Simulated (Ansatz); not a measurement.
# Which site? a vacancy of Zn in amorphous Hg20Zn15S35 (70 atoms): runs compared

Aim: make a vacancy of Zn at several sites of amorphous Hg20Zn15S35 (70 atoms), relax each, and compare their energies.

Computed with Ansatz 0.2.0: Kohn-Sham DFT, PBE, PAW (set soft_2), plane waves.

**1. The cell as built**

The cell holds 70 atoms: 20 Hg, 15 Zn and 35 S. Its edges and angles: a = 11.824 Å, b = 11.824 Å, c = 11.824 Å, α = 90.0°, β = 90.0°, γ = 90.0°. 70 atoms (20 Hg, 15 Zn, 35 S) placed at random at 6.14 g/cm³, melted at 2500 K for 10 ps at fixed volume with the Stillinger-Weber II-VI potential (Zhou et al., Phys. Rev. B 88, 085309 (2013)). Quenched from 2500 K to 700 K at 500 K/ps and fixed volume, held 5 ps, then minimised at fixed cell.

Limits known from the start: The quench rate of 500 K/ps is many orders above laboratory rates, so the cell is likely richer in defects and strain than a real sample. The network of bonds at the start is that of the classical potential that made the cell, and needn't be the one that DFT or experiment would give. Only the Γ point is sampled, in a cell whose shortest periodic width is 12 Å. Spin–orbit coupling is left out, which matters for the levels of the heavy elements.

**2. The reference run**

The reference is a single point at the end of the relaxation.

Every defect cell starts from the geometry of this run and is relaxed in the fixed cell.

Its input, with most atom lines left out:

```yaml
crystal:
  lattice:
    - [11.8242, 0.0, 0.0]
    - [0.0, 11.8242, 0.0]
    - [0.0, 0.0, 11.8242]
  atoms:
    - { symbol: Hg, position: [0.77337, 0.40828, 0.17038] }
    - { symbol: Hg, position: [0.09304, 0.73634, 0.25684] }
    - { symbol: Hg, position: [0.03373, 0.99953, 0.67017] }
    - { symbol: Hg, position: [0.98669, 0.21361, 0.30293] }
    - { symbol: Hg, position: [0.2684, 0.50632, 0.86847] }
    - { symbol: Hg, position: [0.35426, 0.71469, 0.05645] }
    - { symbol: Hg, position: [0.30065, 0.03492, 0.89777] }
    [... atom lines 8 to 70 left out ...]
kpoints:
  mp_grid: { grid: [1, 1, 1] }
hamiltonian:
  xc: pbe
scf:
  occupations: { method: fermi_dirac, width: 0.05 }
output:
  forces: true
  stress: true
  populations: true
  dos:
    method: { smearing: { sigma: 0.1 } }
    de: 0.1
    projected: { site_lists: { Hg: [Hg], S: [S], Zn: [Zn] } }
  eigenvalues: true
  write_density: true
  write_potential: true
  volumetric_format: npy
```

- free energy per atom: -5109.1998 eV/atom
- r.m.s. force component: 0.01439 eV/Å
- pressure: 1.915 GPa

Filled and empty levels are parted by 1.19 eV (at Γ alone); a semilocal functional tends to put such gaps too low. In a disordered cell it changes from sample to sample, and tail or defect levels can set it.

**3. The runs**

Each row is one run, on 4 threads of Arm Neoverse V1, shared host. The free energy is the program's total, comparable only between runs with the same functional, potentials and atoms.

```
                                 run  atoms    outcome  ionic steps, all passes  free energy (eV)     time  host memory (GiB)
           Single point at the start     70  converged                        -       -357627.153     34 s                2.3
                          Relaxation     70  converged                       34       -357643.986   10 min                2.3
Single point at the relaxed geometry     70  converged                        -       -357643.986     41 s                2.3
            Vacancy of Zn, site Zn35     69  converged                       33       -354324.525   14 min                2.4
            Vacancy of Zn, site Zn25     69  converged                       17       -354322.807  7.7 min                2.4
            Vacancy of Zn, site Zn27     69  converged                       29       -354323.969   13 min                2.4
            Vacancy of Zn, site Zn26     69  converged                       29       -354324.190   12 min                2.4
            Vacancy of Zn, site Zn33     69  converged                       14       -354323.298  6.2 min                2.4
            Vacancy of Zn, site Zn34     69  converged                       29       -354324.256   12 min                2.4
```

The surroundings of site Zn35, the cheapest one, after relaxation: 12 atoms, nearest first, with positions taken from that point. Atoms keep their numbers of the cell before the removal, where the removed atom was number 35.

```csv
atom,x,y,z,distance (Å),bonds
S53,-0.88,1.38,0.08,1.64,3
Hg16,0.28,-1.34,1.23,1.84,1
Hg18,2.38,0.67,-0.94,2.64,3
S49,-0.68,-1.97,-1.64,2.65,2
Hg14,-1.83,0.19,-1.98,2.70,3
S70,2.29,0.13,1.44,2.71,3
Zn23,0.05,3.12,-1.19,3.34,4
Zn25,-2.40,2.61,1.26,3.76,4
Hg8,-1.64,-3.20,1.13,3.77,2
S41,1.83,0.69,-3.35,3.88,2
Hg19,2.03,2.65,2.11,3.95,3
S39,0.27,2.07,-3.45,4.03,3
```

The column of bonds counts only the pairs S-S within 2.37 Å, S-Hg within 2.98 Å, S-Zn within 2.88 Å; other neighbours, such as metal atoms beside each other in a compound, aren't counted, and periodic images can show an atom twice.

**4. The sites compared**

All these cells hold the same atoms, so their energies can be compared with no chemical potential.

```csv
site,neighbours,mean distance (Å),atoms within 6 Å,energy over the best site (eV),before relaxation (eV),gain on relaxing (eV)
Zn35,S3,2.28,32,0.00,0.00,2.58
Zn34,S4,2.36,36,0.27,0.34,2.66
Zn26,S4,2.38,39,0.34,0.19,2.44
Zn27,S4,2.42,37,0.56,0.34,2.36
Zn33,S4,2.35,46,1.23,0.45,1.81
Zn25,S4,2.34,40,1.72,0.44,1.31
```

Neighbours are those of the relaxed host within 2.93 Å (S-Zn); other pairs aren't counted.

**5. Outcome**

The cheapest site is Zn35 (3 neighbours, S3); the dearest, Zn25 (4 neighbours, S4), costs 1.7 eV more. By coordination the energies over the best site are 0.00 eV with 3 neighbours and 0.27 to 1.72 eV with 4 neighbours. At Zn35 (largest move 2.1 Å), Zn34 (largest move 1.9 Å), Zn26 (largest move 1.7 Å), Zn27 (largest move 1.6 Å), Zn33 (largest move 1.7 Å) and Zn25 (largest move 1.6 Å) other atoms changed place, so the end state is more than the plain defect. Relaxation gains 1.3 to 2.7 eV and leaves the best site the same; before relaxing the sites lay within 0.45 eV, so most of the preference arises as the atoms move.

**Limits.** Defects are neutral and interact with their images. In a disordered cell the relaxation can also rearrange atoms far from the site. Only 6 of the 15 Zn sites were tried; unless symmetry makes the others alike to these, a cheaper one may exist. The pressure of 1.9 GPa says that the cell would expand at this level of theory.

The DFT runs together took 77 min of wall time.

[Logs are printed without paths, hosts, clocks, repeated set-up lines and the standing remarks that a program may print on its own settings, such as how far it seeks lower states.]

[Hosts, paths, dates, database ids (printed as entryN), source tags and the programs' standing remarks are cut or masked in the printed files.]
